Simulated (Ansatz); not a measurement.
An input for Ansatz 0.2.0 (AlGaAs2 (zincblende [001] superlattice)):

```yaml
crystal:
  lattice:
    - [4.0118683384, 0.0, 0.0]
    - [0.0, 4.0119111164, 0.0]
    - [0.0, 0.0, 16.9637748046]
  atoms:
    - { symbol: Ga, position: [0.0, 0.0, 0.0419003233] }
    - { symbol: As, position: [0.5, 0.0, 0.1250116697] }
    - { symbol: Ga, position: [0.5, 0.5, 0.2080744508] }
    - { symbol: As, position: [0.0, 0.5, 0.2911371925] }
    - { symbol: Ga, position: [0.0, 0.0, 0.3742439539] }
    - { symbol: As, position: [0.5, 0.0, 0.4576296887] }
    - { symbol: Al, position: [0.5, 0.5, 0.5409360475] }
    - { symbol: As, position: [0.0, 0.5, 0.6244841779] }
    - { symbol: Al, position: [0.0, 0.0, 0.7080708943] }
    - { symbol: As, position: [0.5, 0.0, 0.7916585459] }
    - { symbol: Al, position: [0.5, 0.5, 0.8752045984] }
    - { symbol: As, position: [0.0, 0.5, 0.9585108917] }
kpoints:
  mp_grid: { grid: [4, 4, 2] }
  band_path:
    path:
      - [0.0, 0.0, 0.0]
      - [0.5, 0.0, 0.0]
      - [0.5, 0.5, 0.0]
      - [0.0, 0.5, 0.0]
      - [0.0, 0.0, 0.5]
      - [0.5, 0.0, 0.5]
      - [0.5, 0.5, 0.5]
      - [0.0, 0.5, 0.5]
    npoints: 1
hamiltonian:
  xc: hse06
scf:
  occupations: { method: fixed }
  n_extra_bands: 8
output:
  eigenvalues: true
```

```sh
ansatz run input.yaml --threads 3 --pin off --max-ram 92160MiB --backend cuda --events-out ev --progress --plain --runs-dir out --devices 1 --max-vram 13GiB
```

How long will it take on 1 × NVIDIA H100 80GB HBM3 (shared by 6 runs) with 3 threads of AMD EPYC 7R13 (Zen 3), shared host, and how much memory?

It took 80 s; on shared hardware allow 40 s to 2.7 min. Peak host memory was 1.8 GiB. The sizes that set the cost: 5297 plane waves a state, 18 irreducible k points and 20 SCF cycles.

Exact exchange couples every pair of k points and filled bands, so it costs far more than a semilocal run.

[Long decimals in the printed logs are rounded to 6 places.]

[Logs are printed without paths, hosts, clocks, repeated set-up lines and the standing remarks that a program may print on its own settings, such as how far it seeks lower states.]

[Paths, hosts, dates, memory and timing lines, banners, echoed tables and standing remarks are left out of the program output; an Ansatz launch command may be rebuilt from the run's recorded settings. Measured values are a selection of at most five: reports struck by readers or far from the other reports are left out. None is set beside runs whose start may be inverted or whose files or cutoffs have a known fault.]

[Runs of the session that timed out or met a known fault of the program may be left out.]

[Cells called generated may have been cut or substituted from an entry of the Crystallography Open Database or the Materials Project.]

[Hosts, paths, dates, database ids (printed as entryN), source tags and the programs' standing remarks are cut or masked in the printed files.]

[Where the starting crystal was built by hand or by swapping elements, it need not be the compound's stable phase.]
